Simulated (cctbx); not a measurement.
# Accept or mend?

Cell a = 4.2570 Å, b = 4.2570 Å, c = 7.6100 Å, α = 90.00°, β = 90.00°, γ = 120.00°; space group P6_3/mmc (no. 194). The compound is CoAsPb.

Simulated single-crystal data (cctbx): Mo Kα, λ = 0.71073 Å, to d = 0.7 Å, 50 % of the full sphere, strongest reflection 70000 counts, noise from counting, a 4 % proportional error and a noise floor of 15 counts (s.d.); no absorption.

An anisotropic refinement with weights 1/σ² prints:

```text
Rint 0.033, 90 unique reflections to 0.70 A
cycle     R1     wR2    GooF  max shift (A)
   1  0.4143  0.6976  31.717   0.00000
   2  0.3946  0.5898  26.815   0.00000
final R1 0.3945 wR2 0.5898 GooF 26.815  parameters 4  data/parameter 22.5
atom        x        y        z      Ueq    occ   su(xyz)  su(Uiso or U11)
Pb1    0.00000  0.00000  0.00000  -0.0043  1.000  0.00000  0.0044  NPD
Co1    0.66667  0.33333  0.75000   0.0006  1.000  0.00000  0.0093  NPD
difference map: max 290.66 min -9.12 rms 17.89
Q1    0.0000  0.0000  0.0000    2  290.66  0.00 A from Pb1
Q2    0.3333  0.6667  0.7500    2  208.16  2.46 A from Co1
Q3    0.3333  0.6667  0.2500    2  156.59  0.00 A from Co1
Q4    0.0000  0.0000  0.1531    4    3.69  1.16 A from Pb1
Q5    0.0000  0.0000  0.2500    2    2.75  1.90 A from Pb1
Q6    0.3333  0.6667  0.5114    4    2.49  1.99 A from Co1
```

**Question.** Can this result stand? If not, what is the likely fault?

Mend it. The fault: an atom left out, As at (1/3, 2/3, 3/4). Against the right model at the same level, R1 goes from 0.0082 to 0.3945 and GooF from 0.86 to 26.82, U of Pb1 shrinks from 0.0164 to -0.0043 Å², the top difference peak, 290.7 e/Å³, lies on Pb1 and Pb1 and Co1 go non-positive-definite. Q2 is the missing atom. With scattering power missing, scale and phases suffer, so peaks may also grow on the heavy atoms.

The compound is CoAsPb. The right model at the same level gives:

```text
Rint 0.033, 90 unique reflections to 0.70 A
cycle     R1     wR2    GooF  max shift (A)
   1  0.0224  0.0578   2.660   0.00000
   2  0.0082  0.0187   0.862   0.00000
final R1 0.0082 wR2 0.0187 GooF 0.862  parameters 6  data/parameter 15.0
atom        x        y        z      Ueq    occ   su(xyz)  su(Uiso or U11)
Pb1    0.00000  0.00000  0.00000   0.0164  1.000  0.00000  0.0001
As1    0.33333  0.66667  0.75000   0.0191  1.000  0.00000  0.0002
Co1    0.66667  0.33333  0.75000   0.0234  1.000  0.00000  0.0003
difference map: max 0.72 min -0.41 rms 0.13
Q1    0.0000  0.0000  0.2500    2    0.72  1.90 A from Pb1
Q2    0.2848  0.5695  0.0029   12    0.49  1.91 A from Co1
Q3    0.1254  0.2508  0.0044   12    0.46  0.93 A from Pb1
Q4    0.2135  0.4270  0.2500    6    0.33  0.88 A from Co1
Q5    0.3333  0.6667  0.1219    4    0.29  0.97 A from Co1
Q6    0.0353  0.5176  0.2500    6    0.29  1.10 A from Co1
```

Isotropic U is held between 0.0001 and 1 Å² by the program, and listed peak heights are interpolated, so they can pass the grid's maximum.

The model was made for the exercise: a known structure type with other elements put in, its volume estimated, not relaxed; displacement parameters are assumed.

[Middle refinement cycles are left out of these outputs.]

[Logs are printed without paths, hosts, clocks, repeated set-up lines and the standing remarks that a program may print on its own settings, such as how far it seeks lower states.]
